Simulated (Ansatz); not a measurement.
**SbP (model cell, started as rocksalt type): following an unstable mode**

Aim: this structure of SbP (model cell, started as rocksalt type) is to be tested for unstable modes, and one is followed downhill.

Program: Ansatz 0.2.0. Level of theory: DFT PBEsol, scalar-relativistic, plane waves, norm-conserving pseudopotentials. Results are calculated unless marked as measured.

The structure was built from a prototype and need not be the compound's stable phase.

### Step 1. The structure

The structure is cubic, space group Fm-3m (No. 225). The conventional cell has a = 5.557 Å, b = 5.557 Å, c = 5.557 Å, α = 90.00°, β = 90.00°, γ = 90.00°. Nearest to Sb lie 6 P at 2.78 Å. P has 6 Sb at 2.78 Å nearest. Farther neighbours are not listed.

### Step 2. Phonons on a q mesh

The cell comes from relaxations at this level that are not shown. Stability and thermal properties need the whole zone. Linear response on a 4×4×4 q mesh gives force constants as far as a supercell of that size would.

input.yaml

```yaml
crystal:
  lattice:
    - [0.0, 2.7784949752, 2.7784949752]
    - [2.7784949752, 0.0, 2.7784949752]
    - [2.7784949752, 2.7784949752, 0.0]
  atoms:
    - { symbol: Sb, position: [0.0, 0.0, 0.0] }
    - { symbol: P, position: [0.5, 0.5, 0.5] }
kpoints:
  mp_grid: { grid: [12, 12, 12] }
hamiltonian:
  xc: pbesol
  pseudopotentials: { kind: nc }
scf:
  occupations: { method: methfessel_paxton, width: 0.15 }
output:
  eigenvalues: true
phonons:
  method: dfpt
  qmesh: [4, 4, 4]
  temperatures: { t_max: 1000, t_step: 50 }
  qpath:
    path:
      - [[0.0, 0.0, 0.0], [0.5, 0.0, 0.5], [0.625, 0.25, 0.625]]
      - [[0.375, 0.375, 0.75], [0.0, 0.0, 0.0], [0.5, 0.5, 0.5], [0.5, 0.25, 0.75], [0.5, 0.0, 0.5]]
    npoints: 10
```

Run with:

```sh
> ansatz run input.yaml --threads 4 --pin off --max-ram 7168MiB --backend cpu --events-out ev --progress --plain --runs-dir out
```

Numbers of over 12 decimals in the logs are rounded to 6 here.

The program printed:

```text
Engine: ansatz 0.2.0, aarch64-unknown-linux-gnu
Pseudopotentials: kind: nc
Pseudopotential: Sb, nc, valence charge 15, recommended cutoff 1088.45545 eV (normal), Sb.nc.azcp (PseudoDojo's, or run here from an input of PseudoDojo's: the run reads no file of this project's for it)
Pseudopotential: P, nc, valence charge 5, recommended cutoff 598.650497 eV (normal), P.nc.azcp (PseudoDojo's, or run here from an input of PseudoDojo's: the run reads no file of this project's for it)
Functional definition: PBEsol
  exchange = pbesol_x
  correlation = pbesol_c
Crystal: 2 atoms, lattice volume = 42.900 Å³
Basis set: ecut = 1088.45545 eV, 3479 PW (Γ), exchange–correlation on 90×90×90 points (8 copies of the dense FFT grid, shifted against one another)
Bands: 14, of which v1, the nominal top of the filled ones, is band 10 counted from 1 (9 counted from 0)
Symmetry: 48 space group operations
k-points: 72 of 1728
Non-local potential: Sb, projectors of the file, l = 0: 2, l = 1: 2, l = 2: 2, l = 3: 2
Non-local potential: P, projectors of the file, l = 0: 2, l = 1: 2, l = 2: 2
Initial density: superposition of atomic densities (chi_scale 0.1, normalization cell, long waves kept (reshape's long-wave potential 0.00 eV rms))
Initial wavefunctions: pseudopotential atomic-orbital guess
Functional: x = pbesol(κ = 0.804, μ = 0.123457), c = pbesol(β = 0.046)
SCF iter   1: F=—  HF=-2658.062729 eV  |F-HF|=—  |Δ(HF+E_count)|=         —  Δρ=2.55e-2  dr2=4.55e-1  ethr=3.10e-3  ⟨swp⟩=6.3  Hψ=6157  notcnv=0
preconditioner: auto → Kerker (q_TF=auto, 2.402 Å⁻¹)  [metal: Δε(μ)=0.011 eV  Ē_g=9.716 eV  σ=0.150 eV  W_gap=0.06  n_scr=14 (ndim 8)  ℏωp=17.9 eV  f_vac=0.000  D(μ)=0.80/eV (n_scr^D=0)]
SCF iter   2: F=—  HF=-2657.973739 eV  |F-HF|=—  |Δ(HF+E_count)|=   8.90e-2  S|Δr|=    0.00e0  Δρ=1.43e-2  dr2=1.22e-1  ethr=2.28e-3  ⟨swp⟩=1.1  Hψ=1594  notcnv=0
SCF iter   3: F=—  HF=-2657.947343 eV  |F-HF|=—  |Δ(HF+E_count)|=   2.64e-2  S|Δr|=    0.00e0  Δρ=2.75e-3  dr2=2.57e-3  ethr=6.09e-4  ⟨swp⟩=2.2  Hψ=1396  notcnv=0
SCF iter   4: F=—  HF=-2657.947979 eV  |F-HF|=—  |Δ(HF+E_count)|=   6.36e-4  S|Δr|=    0.00e0  Δρ=4.50e-4  dr2=1.09e-4  ethr=1.28e-5  ⟨swp⟩=2.2  Hψ=1424  notcnv=0
SCF iter   5: F=—  HF=-2657.948003 eV  |F-HF|=—  |Δ(HF+E_count)|=   2.32e-5  S|Δr|=    0.00e0  Δρ=1.40e-4  dr2=5.82e-6  ethr=5.45e-7  ⟨swp⟩=2.5  Hψ=1512  notcnv=0
SCF iter   6: F=—  HF=-2657.948018 eV  |F-HF|=—  |Δ(HF+E_count)|=   1.56e-5  S|Δr|=    0.00e0  Δρ=2.39e-5  dr2=2.35e-7  ethr=2.91e-8  ⟨swp⟩=2.6  Hψ=1433  notcnv=0
SCF iter   7: F=—  HF=-2657.948040 eV  |F-HF|=—  |Δ(HF+E_count)|=   2.22e-5  S|Δr|=    0.00e0  Δρ=2.78e-6  dr2=2.00e-9  ethr=1.18e-9  ⟨swp⟩=2.0  Hψ=1368  notcnv=0
SCF iter   8: F=—  HF=-2657.948040 eV  |F-HF|=—  |Δ(HF+E_count)|=  5.00e-10  S|Δr|=    0.00e0  Δρ=3.68e-7  dr2=3.07e-11  ethr=1.00e-11  ⟨swp⟩=2.5  Hψ=1750  notcnv=0
SCF iter   9: F=-2657.948040 eV  HF=-2657.948040 eV  |F-HF|=0.00e0  |Δ(HF+E_count)|=  2.96e-11  S|Δr|=    0.00e0  Δρ=5.40e-8  dr2=8.60e-13  ethr=1.00e-12  ⟨swp⟩=6.8  Hψ=4905  notcnv=0
SCF 1 converged in 9 iterations: F = -2657.948040 eV  dr2 = 8.60e-13
Initial density: read from a saved state, or passed on in memory by an earlier SCF of this step, an earlier step, the calling program or the single point that the run made first
iter 1 solved again at ethr=4.54e-8 eV; its pass at ethr=3.10e-3 eV (dr2=9.08e-6 eV) is discarded
SCF iter   1: F=—  HF=-2657.948022 eV  |F-HF|=—  |Δ(HF+E_count)|=         —  Δρ=2.58e-7  dr2=1.79e-11  ethr=4.54e-8  ⟨swp⟩=3.9  Hψ=9589  notcnv=0
eigensolver tolerance schedule: the retry pair's looser diagonalisation over-reported the residual by 506297.90 of it (diagonalisation noise at an unbounded share of the residual, at the tolerance the schedule requests for it); recorded, not acted on — ethr = c·dr2/N_el stays at c = 1.0e-1
preconditioner: auto → Kerker (q_TF=auto, 2.402 Å⁻¹)  [metal: Δε(μ)=0.027 eV  Ē_g=9.674 eV  σ=0.150 eV  W_gap=0.15  n_scr=14 (ndim 8)  ℏωp=17.9 eV  f_vac=0.000  D(μ)=0.95/eV (n_scr^D=8)]
SCF iter   2: F=—  HF=-2657.948040 eV  |F-HF|=—  |Δ(HF+E_count)|=   1.82e-5  S|Δr|=    0.00e0  Δρ=1.13e-7  dr2=2.83e-12  ethr=1.00e-12  ⟨swp⟩=3.8  Hψ=5399  notcnv=0
SCF iter   3: F=-2657.948040 eV  HF=-2657.948040 eV  |F-HF|=4.55e-13  |Δ(HF+E_count)|=  5.00e-12  S|Δr|=    0.00e0  Δρ=7.74e-8  dr2=1.28e-12  ethr=1.00e-12  ⟨swp⟩=1.0  Hψ=2304  notcnv=0
SCF 2 converged in 3 iterations: F = -2657.948040 eV  dr2 = 1.28e-12
phonons: the bands overlap, so this run is a metal and interpolates without the dipole-dipole term. If the crystal is really an insulator or semiconductor, its LO-TO splitting is missing
NSCF: frozen V_eff on 72 k-points
WARN: eigensolver did not converge in 7 slots of this pass, the one above among them; of largest residual over every band (k=1): 1 band(s) unlocked (lowest unlocked band 13, counted from 0; max residual 5.39e-4 eV among the unlocked bands, 5.39e-4 eV over every band); of lowest unlocked band (k=1): band 13
NSCF: frozen V_eff on 163 k-points
DFPT response loops at q = (0, 0, 0) (fractional): preconditioner auto → Kerker (q_TF=auto, 2.402 Å⁻¹) (partly filled bands, converged f_vac=0.000); β = 1.00, the filter's whole step (`scf.mixing.beta` (0.50) is not read by the response loops under this deck's `scf.mixing.preconditioner`; to damp them name `kerker` or `kerker_dos`, under which they read `scf.mixing.beta`, and type it under 1.00, their step now; both keys bind the ground state too); Broyden in place of MSR1
NSCF: frozen V_eff on 1872 k-points
DFPT response loops at q = (0, 0, 0.25) (fractional): mixed as the last ones told, above
NSCF: frozen V_eff on 952 k-points
DFPT response loops at q = (0, 0, -0.5) (fractional): mixed as the last ones told, above
NSCF: frozen V_eff on 1020 k-points
DFPT response loops at q = (0, 0.25, 0.25) (fractional): mixed as the last ones told, above
NSCF: frozen V_eff on 3456 k-points
DFPT response loops at q = (0, 0.25, -0.5) (fractional): mixed as the last ones told, above
phonons.qmesh, q = [0.0000, 0.2500, -0.5000]: its response loops start from zero, take more passes and end by a threshold: the memory limit or budget leaves too little room for the subspace of the ground state's own states beside the solves, or none could be made (phonons.method)
NSCF: frozen V_eff on 1872 k-points
DFPT response loops at q = (0, 0.25, -0.25) (fractional): mixed as the last ones told, above
NSCF: frozen V_eff on 560 k-points
DFPT response loops at q = (0, -0.5, -0.5) (fractional): mixed as the last ones told, above
NSCF: frozen V_eff on 1020 k-points
DFPT response loops at q = (0.25, -0.5, -0.25) (fractional): mixed as the last ones told, above
SCF converged after 9 iterations
Stability not checked: this state was not tested for a lower state beside it, because cold or Methfessel-Paxton smearing, or corrected tetrahedra, fill the levels in a way that the test cannot read (fill_not_monotonic; see scf.lower_state_search)
Free energy (F): -2657.948040 eV
Harris-Foulkes:  -2657.948040 eV  (|F-HF|=0.00e0)
Internal energy: -2657.946649 eV  (E = F + TS)
E sigma→0 (E₀):  -2657.947693 eV
Entropy (-TS):   -0.001391 eV (-0.695 meV/atom)
Fermi energy:    11.087877 eV
Step filling:    the computed levels leave a gap of 0.0062 eV = 0.0 smearing widths at the electron count; against every level under it full and every level over it empty, smearing changes F+E_penalty+E_count by -1.045 meV and its σ→0 estimate by -0.697 meV
--- Per-component energies (eV) ---
  E_band       = -130.456808
  E_kinetic    = 1519.757958
  E_local      = -1141.704242  (includes V_loc(G=0)·N_el)
  E_nonlocal   = -1273.527590
  E_hartree    = 601.624127
  E_xc         = -667.237420
  E_vxc        = -438.231150  (∫ρ·V_xc dr)
  E_ewald      = -1696.859483
  E_smearing   = -0.001391  (= −TS)
  E_closure    = -0.000000  (closes the sum)
  Σ components = -2657.948040   (vs F -2657.948040, Δ=0.00e0)
--- Band table (eV; the first three rows and the last of 72) ---
  k-point 0: bands = [... 6 lower, 7.3795, 9.0451, 9.0451, 9.0451, 15.2338, 15.2338, 15.2338, 16.0238]
  k-point 1: bands = [... 6 lower, 6.6559, 9.0530, 9.0530, 9.5704, 14.6574, 14.6574, 14.8000, 16.1115]
  k-point 2: bands = [... 6 lower, 5.3744, 9.0882, 9.0882, 10.2574, 13.6267, 13.6267, 14.0505, 16.3169]
  k-point 71: bands = [... 6 lower, 1.6701, 5.1535, 5.1535, 10.9649, 11.7841, 16.1772, 16.1772, 18.5907]
--- Phonons (Γ-DFPT): 2 representative perturbations + reference (Σ response iterations 5) ---
  ASR residual: 3.431e-5 → 0.000e0 eV/Å²; symmetrization residual: 2.152e-7 eV/Å²
  ASR residual per site (eV/Å²): 3.43e-5 3.23e-5
  Γ frequencies (cm⁻¹): -171.90 -171.90 -171.90 0.00 0.00 0.00
--- Phonons (arbitrary-q DFPT): 8 irreducible q on the 4×4×4 mesh ---
  q = [0.0000, 0.0000, 0.0000] (star 1, of the zone-centre solve; hermiticity 1.60e-7, symmetrization 1.72e-14): -171.90 -171.90 -171.90 -0.00 0.00 0.00
  q = [0.0000, 0.0000, 0.2500] (star 8, 2 solved perturbations on 936 of 1728 k-point pairs; hermiticity 1.08e-6, symmetrization 8.93e-13, the responses' own estimated error 5.2e-5 eV/Å²): 73.02 73.02 106.32 217.14 217.14 245.87
  q = [0.0000, 0.0000, -0.5000] (star 4, 2 solved perturbations on 476 of 1728 k-point pairs; hermiticity 2.30e-14, symmetrization 6.57e-13, the responses' own estimated error 5.3e-5 eV/Å²): 109.23 109.23 161.35 243.77 243.77 267.26
  q = [0.0000, 0.2500, 0.2500] (star 6, 4 solved perturbations in 1608 linear systems a pass and spin channel, the states on 510 of 1728 k-point pairs; hermiticity 1.95e-6, symmetrization 1.07e-12, the responses' own estimated error 5.4e-5 eV/Å²): 46.52 46.52 110.93 110.93 120.10 231.58
  q = [0.0000, 0.2500, -0.5000] (star 24, 4 solved perturbations in 5328 linear systems a pass and spin channel, the states on 1728 of 1728 k-point pairs; hermiticity 2.55e-5, symmetrization 6.86e-13): 86.12 90.68 123.87 184.63 195.20 219.70
  q = [0.0000, 0.2500, -0.2500] (star 12, 4 solved perturbations in 2892 linear systems a pass and spin channel, the states on 936 of 1728 k-point pairs; hermiticity 2.18e-6, symmetrization 5.38e-13, the responses' own estimated error 5.3e-5 eV/Å²): 72.23 105.42 135.40 141.51 228.85 250.30
  q = [0.0000, -0.5000, -0.5000] (star 3, 4 solved perturbations in 886 linear systems a pass and spin channel, the states on 280 of 1728 k-point pairs; hermiticity 5.08e-6, symmetrization 3.77e-12, the responses' own estimated error 5.3e-5 eV/Å²): 59.44 59.44 79.93 155.68 162.13 162.13
  q = [0.2500, -0.5000, -0.2500] (star 6, 4 solved perturbations in 1544 linear systems a pass and spin channel, the states on 510 of 1728 k-point pairs; hermiticity 2.26e-6, symmetrization 1.08e-12, the responses' own estimated error 5.6e-5 eV/Å²): 79.82 79.82 122.63 161.84 161.84 234.86
  sum rule: each row above includes the acoustic sum rule's correction from the zone centre's row sums; it moved no ω² by more than (0.53 cm⁻¹)²
  mesh force constants: q→R imaginary residual 1.61e-18; ASR residual 3.431e-5 → 0.000e0 eV/Å²; symmetrization residual 1.998e-15 eV/Å²
  interpolated dispersion: 62 rows × 6 modes
  density of states and harmonic sums: on the 20×20×20 q-mesh, interpolated from the force constants of a 4×4×4 supercell (no non-analytic term)
  largest difference from the sums on the solved wave vectors: F 1.29e-2 eV, S 1.71e-5 and C_V 5.03e-6 eV/K
  zero-point energy: 0.054084 eV/cell   skipped modes (ω ≤ 0): 30, of them read as no rigid motion or as one in doubt: 27 (4.463e-2 modes/cell left out, lowest -171.90 cm⁻¹)   left out of the sums: 7.50e-3 of the cell's modes: C_V's classical limit lies that fraction below 3 k_B per atom; for a crystal, a wire or a layer, F and S can be off by more, and a phonons.interpolated_qmesh denser along its periods is the remedy for the sampling
```

Run time: 16 min. Hardware: 4 threads of Arm Neoverse V2, shared host; peak memory 5.8 GiB; 63 min of CPU time.

This step gave:

- volume per atom: 21.45 Å³
- gap on the k-mesh: 0 eV
- sum-rule residual before enforcement: 3.43e-5 eV/Å²
- lowest frequency on the path: -171.9 cm⁻¹
- point group: m-3m
- highest frequency on the path or at a solved wavevector: 277.5 cm⁻¹
- highest optical mode at the zone centre (no LO-TO term): -171.9 cm⁻¹
- lowest optical zone-centre mode: -171.9 cm⁻¹
- lowest mode on the q mesh (acoustic modes at Γ apart): -171.9 cm⁻¹

Frequencies (cm⁻¹) solved at each irreducible wavevector; negative means imaginary. Frequencies by wavevector, by row:

```csv
q in reciprocal lattice units,star,mode 1,mode 2,mode 3,mode 4,mode 5,mode 6
0 0 0,1,-171.9,-171.9,-171.9,0,0,0
0 0 0.25,8,73,73,106.3,217.1,217.1,245.9
0 0 -0.5,4,109.2,109.2,161.3,243.8,243.8,267.3
0 0.25 0.25,6,46.5,46.5,110.9,110.9,120.1,231.6
0 0.25 -0.5,24,86.1,90.7,123.9,184.6,195.2,219.7
0 0.25 -0.25,12,72.2,105.4,135.4,141.5,228.8,250.3
0 -0.5 -0.5,3,59.4,59.4,79.9,155.7,162.1,162.1
0.25 -0.5 -0.25,6,79.8,79.8,122.6,161.8,161.8,234.9
```

Interpolated from a 4×4×4 q mesh. Phonon branches along the path, in cm⁻¹:

```csv
point,branch 1,branch 2,branch 3,branch 4,branch 5,branch 6
Γ,-172,-172,-172,0,0,0
halfway,46,46,111,111,120,232
X,59,59,80,156,162,162
halfway,68,79,82,161,173,185
U,80,82,106,158,193,221
jump to K,80,82,106,158,193,221
halfway,62,93,124,158,236,257
Γ,-172,-172,-172,0,0,0
halfway,73,73,106,217,217,246
L,109,109,161,244,244,267
halfway,89,98,139,192,200,240
W,80,80,123,162,162,235
halfway,73,82,93,163,166,208
X,59,59,80,156,162,162
```

The phonon branches as a text plot (rows in cm⁻¹):

```
    268 |                                    *******
    249 |                   *****           * ***** **
    231 |    ***           * *****           *     ** *******
    212 |       *        ****    *         **       **       *
    193 |        *     ****       **                  **      *
    175 |   *     **  ***                  *           **    ***
    156 |           *******     ****           ******    ********
    137 |         **       *****          *   *      ****
    118 |      ***         *    *            *   *       ****
    100 |    ** ****    ************      * * *** ******     *
     81 |  **       ***********  ****      ***        ***********
     62 |   *    *******       ******     **                  ***
     43 |  * ****                 ***    **
     25 | **                         *  *
      6 |*  *                         **
    -13 |
    -31 |                           *
    -50 |
    -69 |
    -88 |                           *    *
   -106 |  *                             *
   -125 |
   -144 | *                          *  *
   -163 |**                           ***
         Γ           X  U|K            Γ         L        W     X
```

Symmetry leaves 8 wavevectors to solve. The lowest mode among them, the acoustic zeros apart, lies at Γ and is imaginary, 171.9i cm⁻¹, so the energy falls along it.

### Step 3. The mode frozen in, largest atomic shift 0 Å

The mode followed lies at Γ with frequency 171.9i cm⁻¹ and is 3-fold degenerate, the softest among the wavevectors solved. At small amplitude the distorted cell has space group no. 107 by a symmetry search on the positions. The undistorted cell that holds it gives the zero of energy on the same k mesh.

input.yaml, the sections that differ from step 2:

```yaml
output:
  forces: true
  stress: true
  eigenvalues: true
# crystal, kpoints, hamiltonian, scf: as in step 2
# phonons: removed
```

The program printed:

```text
[...]
Crystal: 2 atoms, lattice volume = 42.900 Å³
Basis set: ecut = 1088.45545 eV, 3479 PW (Γ), exchange–correlation on 90×90×90 points (8 copies of the dense FFT grid, shifted against one another)
Bands: 14, of which v1, the nominal top of the filled ones, is band 10 counted from 1 (9 counted from 0)
Symmetry: 48 space group operations
[...]
k-points: 72 of 1728
[...]
--- Band table (eV; the first three rows and the last of 72) ---
  k-point 0: bands = [... 6 lower, 7.3795, 9.0451, 9.0451, 9.0451, 15.2337, 15.2337, 15.2337, 16.0238]
  k-point 1: bands = [... 6 lower, 6.6558, 9.0530, 9.0530, 9.5704, 14.6574, 14.6574, 14.8000, 16.1115]
  k-point 2: bands = [... 6 lower, 5.3744, 9.0882, 9.0882, 10.2574, 13.6267, 13.6267, 14.0505, 16.3169]
  k-point 71: bands = [... 6 lower, 1.6701, 5.1535, 5.1535, 10.9649, 11.7841, 16.1773, 16.1773, 18.5907]
[key lines of the parts left out:]
SCF converged after 7 iterations
Free energy (F): -2657.948040 eV
Fermi energy:    11.087871 eV
P = ⅓ Tr σ = 0.0002 GPa (0.002 kbar)
```

Run time: 1.7 s. Hardware: 4 threads; peak memory 0.46 GiB; 6.3 s of CPU time.

Numbers from this step:

```
pressure                         : 1.89e-4 GPa
energy from the undistorted cell : 0 meV/atom
```

The run ends at a pressure of 0.00 GPa.

### Step 4. The mode frozen in, largest atomic shift 0.14 Å

The atoms are moved along the unstable eigenvector, the largest shift by 0.14 Å, with the cell fixed.

input.yaml, the sections that differ from step 3:

```yaml
crystal:
  lattice:
    - [0.0, 2.7784949752, 2.7784949752]
    - [2.7784949752, 0.0, 2.7784949752]
    - [2.7784949752, 2.7784949752, 0.0]
  atoms:
    - { symbol: Sb, position: [-0.0064088151, 0.0064088151, -0.0064088151] }
    - { symbol: P, position: [0.5251934953, 0.4748065047, 0.5251934953] }
# kpoints, hamiltonian, scf, output: as in step 3
```

The program printed:

```text
[...]
Crystal: 2 atoms, lattice volume = 42.900 Å³
Basis set: ecut = 1088.45545 eV, 3479 PW (Γ), exchange–correlation on 90×90×90 points (8 copies of the dense FFT grid, shifted against one another)
Bands: 14, of which v1, the nominal top of the filled ones, is band 10 counted from 1 (9 counted from 0)
Symmetry: 8 space group operations
[...]
--- Band table (eV; the first three rows and the last of 163) ---
  k-point 0: bands = [... 6 lower, 7.4116, 8.9096, 9.0996, 9.0996, 14.7153, 14.7153, 15.3258, 16.0520]
  k-point 1: bands = [... 6 lower, 6.6787, 8.9657, 9.1038, 9.5736, 14.3644, 14.4175, 14.8784, 16.1058]
  k-point 2: bands = [... 6 lower, 5.3920, 8.9891, 9.1283, 10.2389, 13.5138, 13.7187, 14.0194, 16.3047]
  k-point 162: bands = [... 6 lower, 2.9157, 4.8007, 6.7386, 6.7386, 12.8318, 17.3111, 17.3111, 18.9626]
[key lines of the parts left out:]
SCF converged after 7 iterations
Free energy (F): -2657.971581 eV
Fermi energy:    11.147861 eV
P = ⅓ Tr σ = 1.2697 GPa (12.697 kbar)
```

The job ended after 5.9 s (4 threads; peak memory 0.55 GiB).

This step gave:

```
pressure                         : 1.270 GPa
energy from the undistorted cell : -11.94 meV/atom
```

The energy, extrapolated to zero smearing, is -11.94 meV/atom against the undistorted cell.

The run ends at a pressure of 1.27 GPa, with forces up to 0.084 eV/Å.

### Step 5. Energy along the mode, all amplitudes (two of the runs are shown above)

An imaginary frequency means negative curvature, so the energy should fall and then rise again as anharmonic terms take over.

This step gave:

* depth at the lowest point sampled: 11.94 meV/atom
* largest atomic shift at that point: 0.14 Å

Table of energy from the parent by largest atomic shift:

```csv
largest atomic shift (Å),energy from the parent (meV/atom)
0.000,0
0.040,-1.68
0.080,-5.95
0.140,-11.9
0.220,-4.96
0.320,57.1
```

Displacement at unit largest shift by atom:

```csv
atom,x (Å),y (Å),z (Å),size
Sb1,0.00,-0.25,0.00,0.25
P2,0.00,1.00,0.00,1.00
```

The lowest of the steps tried is at 0.14 Å, 11.9 meV/atom below the parent; the bottom of the well need not coincide with a step.

(Continued in part 2 of 2.)

[Logs are printed without paths, hosts, clocks, repeated set-up lines and the standing remarks that a program may print on its own settings, such as how far it seeks lower states.]

[Hosts, paths, dates, database ids (printed as entryN), source tags and the programs' standing remarks are cut or masked in the printed files.]
